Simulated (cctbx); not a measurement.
# Absolute structure of DyZrCu

Space group P6_3mc (no. 186), a = 4.4510 Å, b = 4.4510 Å, c = 7.1420 Å, α = 90.00°, β = 90.00°, γ = 120.00°.

```csv
atom,mult.,x,y,z,Ueq (Å²)
Dy1,2,0,0,0.4948,0.0090
Zr1,2,1/3,2/3,0.7257,0.0085
Cu1,2,2/3,1/3,0.8121,0.0150
```

The model was made for the exercise: a known structure type with other elements put in, its volume estimated, not relaxed; displacement parameters are assumed.

Data sets are simulated with cctbx and refined with Bijvoet mates kept apart; Flack x is then fitted as the share of an inverted twin with the atoms fixed, Hooft y from the Bijvoet differences. The group is acentric but holds improper operations, so there is an absolute structure (orientation) and no hand.

Untwinned crystal. What Flack and Hooft values should come out?

| λ (Å) | extinction (unmodelled) | d min (Å) | top counts | error (%) | model | R1 | Flack x | s.u. | Hooft y | s.u. | pairs |
| --- | --- | --- | --- | --- | --- | --- | --- | --- | --- | --- | --- |
| 0.71073 | 0.3 | 0.77 | 70000 | 4 | as given | 0.0102 | 0.01 | 0.03 | 0.002 | 0.015 | 59 |
| 0.71073 | 0.3 | 0.77 | 70000 | 4 | inverted | 0.0315 | 0.96 | 0.04 | 1.027 | 0.017 | 59 |
| 1.54184 | 0 | 0.83 | 5000 | 4 | as given | 0.0111 | -0.004 | 0.007 | -0.007 | 0.016 | 48 |

With Mo Kα, x is within 3 s.u. of 0, so the absolute structure is right. With Cu Kα, x is within 3 s.u. of 0, so the absolute structure is right. Inverting the model turns x into about 1 − x.

A further crystal gives:

| λ (Å) | extinction (unmodelled) | d min (Å) | top counts | error (%) | model | R1 | Flack x | s.u. | Hooft y | s.u. | pairs |
| --- | --- | --- | --- | --- | --- | --- | --- | --- | --- | --- | --- |
| 0.6889 | 0 | 0.84 | 40000 | 1.5 | as given | 0.0130 | 0.80 | 0.02 | 0.805 | 0.023 | 47 |

**Question.** What is it?

It was simulated as an inversion twin with a fraction 0.8 of the inverted domain. Flack x is over 3 s.u. from both 0 and 1 and reads that fraction.

[Logs are printed without paths, hosts, clocks, repeated set-up lines and the standing remarks that a program may print on its own settings, such as how far it seeks lower states.]
